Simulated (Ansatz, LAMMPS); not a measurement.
**Relaxing amorphous Hg33S25Se8 (66 atoms)**

Aim: bring amorphous Hg33S25Se8 (66 atoms) to a nearby minimum of the energy and see what moves.

Method: Kohn-Sham DFT, PBEsol, PAW (set soft_2), plane waves, in Ansatz 0.2.0.

**1. Set-up**

The cell holds 66 atoms: 33 Hg, 25 S and 8 Se. Cell: a = 12.034 Å, b = 12.034 Å, c = 12.034 Å, α = 90.0°, β = 90.0°, γ = 90.0°. 66 atoms (33 Hg, 25 S, 8 Se) placed at random at 7.67 g/cm³, melted at 2500 K for 10 ps at fixed volume with the Stillinger-Weber II-VI potential (Zhou et al., Phys. Rev. B 88, 085309 (2013)). Quenched from 2500 K to 500 K at 1000 K/ps and fixed volume, held 5 ps, then minimised at fixed cell.

Before any run, some limits are plain. The quench rate of 1000 K/ps is many orders above laboratory rates, so the cell is likely richer in defects and strain than a real sample. The network of bonds at the start is that of the classical potential that made the cell. The Brillouin zone is sampled at Γ only, in a cell whose shortest periodic width is 12 Å. Spin–orbit coupling is left out, which matters for the levels of the heavy elements.

**2. The classical run that made the cell**

A classical potential makes the cell, at a small fraction of what the same run would cost in DFT.

This step: classical MD, Stillinger-Weber II-VI potential (Zhou et al., Phys. Rev. B 88, 085309 (2013)) (LAMMPS 22 Jul 2025 - Update 4).

File in.lmp:

```
# melt-quench of Hg33S25Se8
units metal
atom_style atomic
boundary p p p
region box block 0 12.0340 0 12.0340 0 12.0340
create_box 3 box
mass 1 200.5920   # Hg
mass 2 32.0600   # S
mass 3 78.9710   # Se
create_atoms 1 random 33 699039 NULL overlap 2.14 maxtry 2000
create_atoms 2 random 25 699046 NULL overlap 2.14 maxtry 2000
create_atoms 3 random 8 699053 NULL overlap 2.14 maxtry 2000
pair_style sw
pair_coeff * * CdTeZnSeHgS0.sw Hg S Se
neigh_modify delay 0 every 1 check yes
thermo_style custom step time temp pe press density
thermo_modify norm yes
timestep 0.001
thermo 100
min_style cg
minimize 1e-4 1e-4 200 2000
reset_timestep 0
velocity all create 2500 699040 mom yes dist gaussian
fix lim all nve/limit 0.05
fix lan all langevin 2500 2500 0.1 699041 zero yes
thermo 500
run 1000 post no
unfix lim
unfix lan
thermo 1666
fix md all nvt temp 2500 2500 0.1
run 10000 post no
unfix md
thermo 200
fix md all nvt temp 2500 500 0.1
run 2000 post no
unfix md
thermo 2500
fix md all nvt temp 500 500 0.1
run 5000 post no
unfix md
thermo 100
min_style cg
minimize 0 1e-3 2000 20000
write_dump all custom glass.dump id type xs ys zs modify sort id
```

Started as:

```bash
lmp -in in.lmp -log none -nocite
```

Numbers of over 12 decimals in the logs are rounded to 6 here.

Log:

```text
LAMMPS (22 Jul 2025 - Update 4)
Created orthogonal box = (0 0 0) to (12.034 12.034 12.034)
Created 33 atoms
Created 25 atoms
Created 8 atoms
   Step          Time           Temp          PotEng         Press         Density
         0   0              0              0.54188634     415905.29      7.6730171
        54   0.054          0             -1.5691311     -3929.1341      7.6730171
Loop time of 0.00971889 s on 1 MPI rank(s) for 54 steps with 66 atoms
Minimization stats:
  Stopping criterion = energy tolerance
  Energy initial, next-to-last, final =
     0.541886335498442  -1.56900066676213  -1.56913110925386
  Force two-norm initial, final = 83.857476 0.36037248
  Iterations, force evaluations = 54 82
   Step          Time           Temp          PotEng         Press         Density
         0   0              2500          -1.5691311      8944.6757      7.6730171
       500   0.5            2286.926      -1.2787307      30445.269      7.6730171
      1000   1              2747.615      -1.3215743      40809.986      7.6730171
Loop time of 0.117269 s on 1 MPI rank(s) for 1000 steps with 66 atoms
   Step          Time           Temp          PotEng         Press         Density
      1000   1              2747.615      -1.3215743      40809.986      7.6730171
      1666   1.666          2284.9981     -1.3152346      17091.454      7.6730171
      3332   3.332          2607.6376     -1.3416782      26284.776      7.6730171
      4998   4.998          2510.1659     -1.2990866      41483.202      7.6730171
      6664   6.664          2525.6277     -1.2946287      47431.965      7.6730171
      8330   8.33           2383.6625     -1.3144788      27091.829      7.6730171
      9996   9.996          2269.1103     -1.2586118      37805.247      7.6730171
[... 1 line left out ...]
Loop time of 1.1622 s on 1 MPI rank(s) for 10000 steps with 66 atoms
   Step          Time           Temp          PotEng         Press         Density
[... 11 lines left out ...]
Loop time of 0.228551 s on 1 MPI rank(s) for 2000 steps with 66 atoms
   Step          Time           Temp          PotEng         Press         Density
[... 3 lines left out ...]
     18000   18             455.73553     -1.6469147      3217.0497      7.6730171
Loop time of 0.510582 s on 1 MPI rank(s) for 5000 steps with 66 atoms
   Step          Time           Temp          PotEng         Press         Density
     18000   18             455.73553     -1.6469147      3217.0504      7.6730171
     18100   18.1           455.73553     -1.7175385     -9999.4045      7.6730171
     18117   18.117         455.73553     -1.7175392     -10028.247      7.6730171
Loop time of 0.0238652 s on 1 MPI rank(s) for 117 steps with 66 atoms
Minimization stats:
  Stopping criterion = force tolerance
  Energy initial, next-to-last, final =
     -1.64691469455302  -1.71753918309686  -1.71753918419522
  Force two-norm initial, final = 8.2687902 0.00098145813
  Iterations, force evaluations = 117 232
```

Run time: 2.1 s. Hardware: 1 thread of Arm Neoverse V2, shared host; peak memory 0.068 GiB.

**3. Single point at the start**

A single point comes first, to see the forces before anything moves.

File input.yaml:

```yaml
crystal:
  lattice:
    - [12.034, 0.0, 0.0]
    - [0.0, 12.034, 0.0]
    - [0.0, 0.0, 12.034]
  atoms:
    - { symbol: Hg, position: [0.70128, 0.34283, 0.73506] }
    - { symbol: Hg, position: [0.22436, 0.20238, 0.61607] }
    - { symbol: Hg, position: [0.08938, 0.61161, 0.50047] }
    - { symbol: Hg, position: [0.27212, 0.49503, 0.13876] }
    - { symbol: Hg, position: [0.71558, 0.78086, 0.9923] }
    - { symbol: Hg, position: [0.42424, 0.78849, 0.15742] }
    - { symbol: Hg, position: [0.90996, 0.55346, 0.22903] }
    - { symbol: Hg, position: [0.55016, 0.10819, 0.57568] }
    - { symbol: Hg, position: [0.28485, 0.00846, 0.34532] }
    - { symbol: Hg, position: [0.43959, 0.33492, 0.82186] }
    - { symbol: Hg, position: [0.31099, 0.71028, 0.40064] }
    - { symbol: Hg, position: [0.87884, 0.16777, 0.10575] }
    - { symbol: Hg, position: [0.0407, 0.3851, 0.03506] }
    - { symbol: Hg, position: [0.10682, 0.25463, 0.36278] }
    - { symbol: Hg, position: [0.29806, 0.6588, 0.676] }
    - { symbol: Hg, position: [0.52341, 0.64156, 0.84892] }
    - { symbol: Hg, position: [0.60455, 0.12983, 0.17248] }
    - { symbol: Hg, position: [0.5035, 0.83766, 0.66854] }
    - { symbol: Hg, position: [0.97521, 0.45684, 0.70647] }
    - { symbol: Hg, position: [0.6635, 0.03472, 0.8612] }
    - { symbol: Hg, position: [0.0032, 0.89737, 0.32894] }
    - { symbol: Hg, position: [0.61454, 0.55503, 0.52782] }
    - { symbol: Hg, position: [0.74659, 0.28241, 0.37531] }
    - { symbol: Hg, position: [0.6302, 0.86936, 0.3543] }
    - { symbol: Hg, position: [0.57881, 0.46854, 0.1303] }
    - { symbol: Hg, position: [0.82517, 0.73934, 0.69995] }
    - { symbol: Hg, position: [0.38307, 0.37227, 0.49093] }
    - { symbol: Hg, position: [0.00936, 0.65507, 0.94144] }
    - { symbol: Hg, position: [0.31124, 0.20774, 0.0544] }
    - { symbol: Hg, position: [0.97022, 0.15494, 0.83202] }
    - { symbol: Hg, position: [0.88532, 0.08864, 0.5581] }
    - { symbol: Hg, position: [0.12234, 0.8906, 0.65719] }
    - { symbol: Hg, position: [0.09617, 0.94937, 0.06586] }
    - { symbol: S, position: [0.22869, 0.64585, 0.88235] }
    - { symbol: S, position: [0.73328, 0.06115, 0.39651] }
    - { symbol: S, position: [0.4411, 0.49576, 0.66681] }
    - { symbol: S, position: [0.31486, 0.90211, 0.75585] }
    - { symbol: S, position: [0.73142, 0.73662, 0.49851] }
    - { symbol: S, position: [0.43618, 0.60607, 0.04917] }
    - { symbol: S, position: [0.77208, 0.22543, 0.91336] }
    - { symbol: S, position: [0.2597, 0.39599, 0.93138] }
    - { symbol: S, position: [0.28556, 0.86209, 0.00055] }
    - { symbol: S, position: [0.5514, 0.28854, 0.01566] }
    - { symbol: S, position: [0.92225, 0.84884, 0.97185] }
    - { symbol: S, position: [0.4576, 0.04677, 0.96266] }
    - { symbol: S, position: [0.10909, 0.30252, 0.76172] }
    - { symbol: S, position: [0.85467, 0.974, 0.18946] }
    - { symbol: S, position: [0.87518, 0.46549, 0.90866] }
    - { symbol: S, position: [0.69989, 0.56558, 0.74769] }
    - { symbol: S, position: [0.69768, 0.95466, 0.65211] }
    - { symbol: S, position: [0.39937, 0.13871, 0.72514] }
    - { symbol: S, position: [0.93858, 0.95698, 0.75375] }
    - { symbol: S, position: [0.09241, 0.16096, 0.0151] }
    - { symbol: S, position: [0.03693, 0.68345, 0.69687] }
    - { symbol: S, position: [0.09385, 0.61542, 0.13937] }
    - { symbol: S, position: [0.9394, 0.70057, 0.38185] }
    - { symbol: S, position: [0.18846, 0.81488, 0.25208] }
    - { symbol: S, position: [0.60677, 0.90791, 0.13051] }
    - { symbol: Se, position: [0.48141, 0.14914, 0.3598] }
    - { symbol: Se, position: [0.84801, 0.30971, 0.57625] }
    - { symbol: Se, position: [0.56547, 0.41131, 0.34955] }
    - { symbol: Se, position: [0.29778, 0.31063, 0.26418] }
    - { symbol: Se, position: [0.92854, 0.32956, 0.25531] }
    - { symbol: Se, position: [0.76187, 0.57475, 0.06651] }
    - { symbol: Se, position: [0.10128, 0.0475, 0.48426] }
    - { symbol: Se, position: [0.44034, 0.88158, 0.4592] }
kpoints:
  mp_grid: { grid: [1, 1, 1] }
hamiltonian:
  xc: pbesol
scf:
  occupations: { method: gaussian, width: 0.025 }
output:
  forces: true
  stress: true
  populations: true
  dos:
    method: { smearing: { sigma: 0.08 } }
    de: 0.1
    projected: { site_lists: { Hg: [Hg], S: [S], Se: [Se] } }
  eigenvalues: true
```

Started as:

```bash
ansatz run input.yaml --threads 4 --pin off --max-ram 8192MiB --backend cpu --events-out ev --progress --plain --runs-dir out
```

Log:

```text
Engine: ansatz 0.2.0, aarch64-unknown-linux-gnu
Pseudopotentials: kind: paw
Pseudopotential: Hg, paw, valence charge 20, recommended cutoff 420 eV (normal), Hg.paw.azcp
Pseudopotential: S, paw, valence charge 6, recommended cutoff 420 eV (normal), S.paw.azcp
Pseudopotential: Se, paw, valence charge 16, recommended cutoff 420 eV (normal), Se.paw.azcp
[... 3 lines on functional and potentials left out ...]
Crystal: 66 atoms, lattice volume = 1742.730 Å³
Basis set: ecut = 420 eV, 34049 PW (Γ), exchange–correlation on 162×162×162 points (8 copies of the dense FFT grid, shifted against one another)
Bands: 563, of which v1, the nominal top of the filled ones, is band 469 counted from 1 (468 counted from 0)
Symmetry: 1 space group operations
Space group: P1 (ITA 1), of the structure as read, at distance tolerance 1.2e-4 Å
k-points: 1
[... 10 lines on functional and potentials left out ...]
Initial density: superposition of atomic densities (neutral atoms: chi_scale 0, normalization atom), corrected by the library's trained network
Initial wavefunctions: pseudopotential atomic-orbital guess
Functional: x = pbesol(κ = 0.804, μ = 0.123457), c = pbesol(β = 0.046)
SCF iter   1: F=—  HF=-516546.131908 eV  |F-HF|=—  |Δ(HF+E_count)|=         —  Δρ=6.46e-3  dr2=2.43e0  ethr=1.77e-3  ⟨swp⟩=6.0  Hψ=1986  notcnv=0  defer=15
preconditioner: auto → LDOS  [insulator: Δε(μ)=0.033 eV  Ē_g=9.624 eV  σ=0.025 eV  W_gap=0.65  n_scr=460 (ndim 8)  ℏωp=21.7 eV  f_vac=0.097  D(μ)=71.38/eV (n_scr^D=618)  ε∞_Penn≈6.1  β→1.0]
SCF iter   2: F=—  HF=-516545.957157 eV  |F-HF|=—  |Δ(HF+E_count)|=   1.75e-1  Δρ=3.94e-3  dr2=4.27e-1  ethr=2.59e-4  ⟨swp⟩=2.0  Hψ=926  notcnv=0  defer=82
SCF iter   3: F=—  HF=-516545.901472 eV  |F-HF|=—  |Δ(HF+E_count)|=   5.57e-2  Δρ=1.49e-3  dr2=9.57e-2  ethr=4.55e-5  ⟨swp⟩=2.0  Hψ=790  notcnv=0  defer=82
SCF iter   4: F=—  HF=-516545.891212 eV  |F-HF|=—  |Δ(HF+E_count)|=   1.03e-2  Δρ=6.74e-4  dr2=2.41e-2  ethr=1.02e-5  ⟨swp⟩=3.0  Hψ=912  notcnv=0  defer=82
SCF iter   5: F=—  HF=-516545.888823 eV  |F-HF|=—  |Δ(HF+E_count)|=   2.39e-3  Δρ=3.51e-4  dr2=6.27e-3  ethr=2.57e-6  ⟨swp⟩=2.0  Hψ=570  notcnv=0  defer=82
SCF iter   6: F=—  HF=-516545.888251 eV  |F-HF|=—  |Δ(HF+E_count)|=   5.72e-4  Δρ=2.01e-4  dr2=2.01e-3  ethr=6.69e-7  ⟨swp⟩=2.0  Hψ=555  notcnv=0  defer=82
SCF iter   7: F=—  HF=-516545.888037 eV  |F-HF|=—  |Δ(HF+E_count)|=   2.14e-4  Δρ=1.10e-4  dr2=6.11e-4  ethr=2.14e-7  ⟨swp⟩=2.0  Hψ=572  notcnv=0  defer=82
SCF iter   8: F=—  HF=-516545.887898 eV  |F-HF|=—  |Δ(HF+E_count)|=   1.39e-4  Δρ=6.75e-5  dr2=2.31e-4  ethr=6.52e-8  ⟨swp⟩=2.0  Hψ=572  notcnv=0  defer=82
SCF iter   9: F=—  HF=-516545.887790 eV  |F-HF|=—  |Δ(HF+E_count)|=   1.08e-4  Δρ=3.49e-5  dr2=6.09e-5  ethr=2.46e-8  ⟨swp⟩=2.0  Hψ=572  notcnv=0  defer=82
SCF iter  10: F=—  HF=-516545.893839 eV  |F-HF|=—  |Δ(HF+E_count)|=   6.05e-3  Δρ=2.00e-5  dr2=2.04e-5  ethr=6.50e-9  ⟨swp⟩=2.0  Hψ=564  notcnv=0  defer=82
SCF iter  11: F=—  HF=-516545.893838 eV  |F-HF|=—  |Δ(HF+E_count)|=   1.90e-6  Δρ=1.27e-5  dr2=7.85e-6  ethr=2.18e-9  ⟨swp⟩=2.0  Hψ=728  notcnv=0  defer=82
SCF iter  12: F=—  HF=-516545.893837 eV  |F-HF|=—  |Δ(HF+E_count)|=   7.87e-7  Δρ=7.89e-6  dr2=2.90e-6  ethr=8.37e-10  ⟨swp⟩=2.0  Hψ=572  notcnv=0  defer=82
SCF iter  13: F=—  HF=-516545.893836 eV  |F-HF|=—  |Δ(HF+E_count)|=   2.83e-7  Δρ=4.94e-6  dr2=1.09e-6  ethr=3.09e-10  ⟨swp⟩=2.0  Hψ=572  notcnv=0  defer=82
SCF iter  14: F=—  HF=-516545.893836 eV  |F-HF|=—  |Δ(HF+E_count)|=   1.03e-7  Δρ=2.88e-6  dr2=3.47e-7  ethr=1.16e-10  ⟨swp⟩=2.0  Hψ=568  notcnv=0  defer=82
SCF iter  15: F=—  HF=-516545.893836 eV  |F-HF|=—  |Δ(HF+E_count)|=   3.59e-8  Δρ=1.71e-6  dr2=1.28e-7  ethr=3.70e-11  ⟨swp⟩=2.0  Hψ=744  notcnv=0  defer=82
SCF iter  16: F=-516545.893836 eV  HF=-516545.893836 eV  |F-HF|=4.56e-8  |Δ(HF+E_count)|=   1.17e-8  Δρ=1.04e-6  dr2=5.30e-8  ethr=1.07e-11  ⟨swp⟩=10.0  Hψ=2333  notcnv=0
SCF 1 converged in 16 iterations: F = -516545.893836 eV  dr2 = 5.30e-8
  greatest PAW one-centre occupation: 1.000 electrons in one spin orbital (limit 2), on the Hg atom at site 24 (counted from 0), in its partial waves of l = 0
SCF converged after 16 iterations
Free energy (F): -516545.893836 eV
Harris-Foulkes:  -516545.893836 eV  (|F-HF|=4.56e-8)
Internal energy: -516545.866410 eV  (E = F + TS)
E sigma→0 (E₀):  -516545.880123 eV
Entropy (-TS):   -0.027426 eV (-0.416 meV/atom)
Fermi energy:    8.270263 eV
--- Per-component energies (eV) ---
  E_band       = -19646.053449
  E_kinetic    = 23412.542101
  E_local      = -138453.839418  (includes V_loc(G=0)·N_el)
  E_nonlocal   = -1464.875699
  E_hartree    = 60690.968269
  E_xc         = -10377.573550
  E_vxc        = -11502.195325  (∫ρ·V_xc dr)
  E_paw        = -352969.159755  (= ΣΔE_a)
  E_vpaw       = -13019.651009  (= ΣTr[D̂ρ^β])
  E_aug_tail   = 0.024782  (compensation charges beyond the density's cutoff)
  E_ewald      = -97404.414969
  E_core_change = 20.461829  (= ΣΔE_core)
  E_smearing   = -0.027426  (= −TS)
  E_closure    = -0.000000  (closes the sum)
  Σ components = -516545.893836   (vs F -516545.893836, Δ=0.00e0)
--- Forces (eV/Å), atoms counted from 1 ---
  atom   1  Hg    -0.06110389    -0.01855333     0.45848531
  atom   2  Hg     0.20773526     0.34721723     0.06230374
  atom   3  Hg     0.56143042     0.63845459    -0.10530389
  atom   4  Hg    -0.30238054    -0.20778091    -0.22398851
  atom   5  Hg     0.16636503     0.23266934     0.46872446
  atom   6  Hg    -0.14737438     0.46293547    -0.63346351
  atom   7  Hg     0.12646159     0.44324861     0.05731461
  atom   8  Hg    -0.09782759    -0.41930614    -0.13761436
  atom   9  Hg     0.33110624    -0.23652137    -0.24320499
  atom  10  Hg     0.07019470    -0.20366483     0.08423398
  atom  11  Hg    -0.63012596    -0.27278528     0.65350058
  atom  12  Hg    -0.15470256    -0.49598909    -0.13498412
  atom  13  Hg    -0.04661363     0.20069778    -0.47624371
  atom  14  Hg     0.19805639    -0.08397478    -0.05845707
[...]
atom  65  Se    -0.02507731     0.22935496    -0.11992105
  atom  66  Se     0.04540486    -0.25186339     0.25568705
  max |Σ_I F_I| component: 1.21e-5 eV/Å
--- Stress (GPa, compression-positive) ---
       -2.745885      -0.136549       0.169593
       -0.136549      -3.638356      -0.034528
        0.169593      -0.034528      -3.390518
  P = ⅓ Tr σ = -3.2583 GPa (-32.583 kbar)
--- Band table (eV) ---
  k-point 0: bands = ["-106.6984", "-106.5471", "-106.4993", "-106.4877", [... 547 levels ...], "14.3818", "14.4312", "14.4683", "14.4954", "14.5647", "14.5908", "14.6705", "14.7183", "14.7880", "14.8266", "14.8512", "14.9266"]
--- Löwdin populations: 66 sites ---
  site symbol       q [e]
     0     Hg     19.1303
     1     Hg     19.1708
     2     Hg     19.2849
[...]
65     Se     16.7883
  spilling = 0.007606 (of n_electrons = 938.000000)
```

Elapsed: 48 s, on 4 threads of Arm Neoverse V2, shared host; peak memory 2.7 GiB; 3 min of CPU time.

The run gave:

- free energy: -516545.8938 eV
- free energy per atom: -7826.4529 eV/atom
- SCF cycles: 16
- pressure: -3.258 GPa
- r.m.s. force component: 0.378 eV/Å
- longest force: 1.674 eV/Å
- Fermi energy: 8.27 eV
- levels partly filled by over 2 per cent: 2
- spilling of the projection: 0.007606

The r.m.s. force component of 0.38 eV/Å and the pressure of -3.3 GPa set the starting point.

Length of the force by element:

```
element  coordination  atoms  mean length of the force (eV/Å)  spread  least   most
     Hg           all     33                            0.496   0.173  0.193  0.948
      S           all     25                            0.738   0.372  0.192   1.67
     Se           all      8                            0.409   0.309  0.121  0.948
```

(Continued in part 2 of 3.)

[Logs are printed without paths, hosts, clocks, repeated set-up lines and the standing remarks that a program may print on its own settings, such as how far it seeks lower states.]

[Hosts, paths, dates, database ids (printed as entryN), source tags and the programs' standing remarks are cut or masked in the printed files.]
